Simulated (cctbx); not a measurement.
# Symmetry from intensities

Cell: a = 8.0780 Å, b = 8.0780 Å, c = 5.4390 Å, α = 90.00°, β = 90.00°, γ = 120.00°. Expected content of the cell: Pb6 V10 B2.

The data are simulated with cctbx, not measured: Mo Kα, λ = 0.71073 Å, to d = 0.75 Å, 50 % of the full sphere, strongest reflection 70000 counts, noise from counting, a 2 % proportional error and a noise floor of 4 counts (s.d.); no absorption.

Tests on the unmerged data give:

```text
1506 reflections to d = 0.752 A
centring   violations  <I/sigma> of those
    A        559 of   760     23.7
    B        558 of   755     23.6
    C        615 of   753     25.2
    I        558 of   755     23.6
    R        779 of  1021     23.9
    F        866 of  1134     24.2
Laue class    unique    Rint  (classes that these axes allow; Friedel mates merged)
P -1             1129   0.013
P 1 1 2/m         760   0.015
P -3              498   0.016
P -3 1 m          287   0.017
P -3 m 1          306   0.017
P 6/m             282   0.017
P 6/m m m         186   0.018
space group    extra absences  I>4sigma  <I/sigma>
P 6 2 2                 0          0         -  acentric
P 63 2 2                5          0       0.3  acentric
P 6 m m                 0          0         -  acentric
P 63 c m              170          0       0.1  acentric
P -6 m 2                0          0         -  acentric
P -6 c 2              170          0       0.1  acentric
P -6 2 m                0          0         -  acentric
P 6/m m m               0          0         -  centric
P 63/m c m            170          0       0.1  centric
Wilson B = 1.63 A^2   <|E^2-1|> = 0.777 (0.968 centric, 0.736 acentric)   E^2>4: 0.0 %
shell (A)         n   <I/sigma>
 7.00 - 1.50     32     60.0
 1.50 - 1.19     25     76.3
 1.19 - 1.04     23     63.5
 1.04 - 0.95     24     68.3
 0.95 - 0.88     18     61.3
 0.88 - 0.83     21     64.0
 0.83 - 0.79     23     57.5
 0.79 - 0.75     20     47.8
```

**Question.** What are the lattice type, the Laue class and the likely space group?

Every centring test has many violations, so the lattice is primitive.

Rint stays low (0.013 to 0.018) up to P 6/m m m, the highest class in these axes.

9 settings pass the absence test. The most absences obeyed, 170, belong to P 63 c m, P -6 c 2 and P 63/m c m, which absences can't tell apart.

⟨|E²−1|⟩ = 0.777 leans to a non-centrosymmetric structure. Here that hint misleads: the statistic assumes many like atoms on general positions, and few, heavy or special-position atoms break it. The Wilson B of 1.63 Å² means U ≈ 0.0206 Å².

The true group is P6_3/mcm (no. 193), Laue class 6/mmm, centrosymmetric. The tables only narrow the choice to the tied entries; cell content, site symmetry and trial solutions must settle it.

This is a model crystal, built by substitution and not relaxed, with assumed displacement parameters.

[Logs are printed without paths, hosts, clocks, repeated set-up lines and the standing remarks that a program may print on its own settings, such as how far it seeks lower states.]
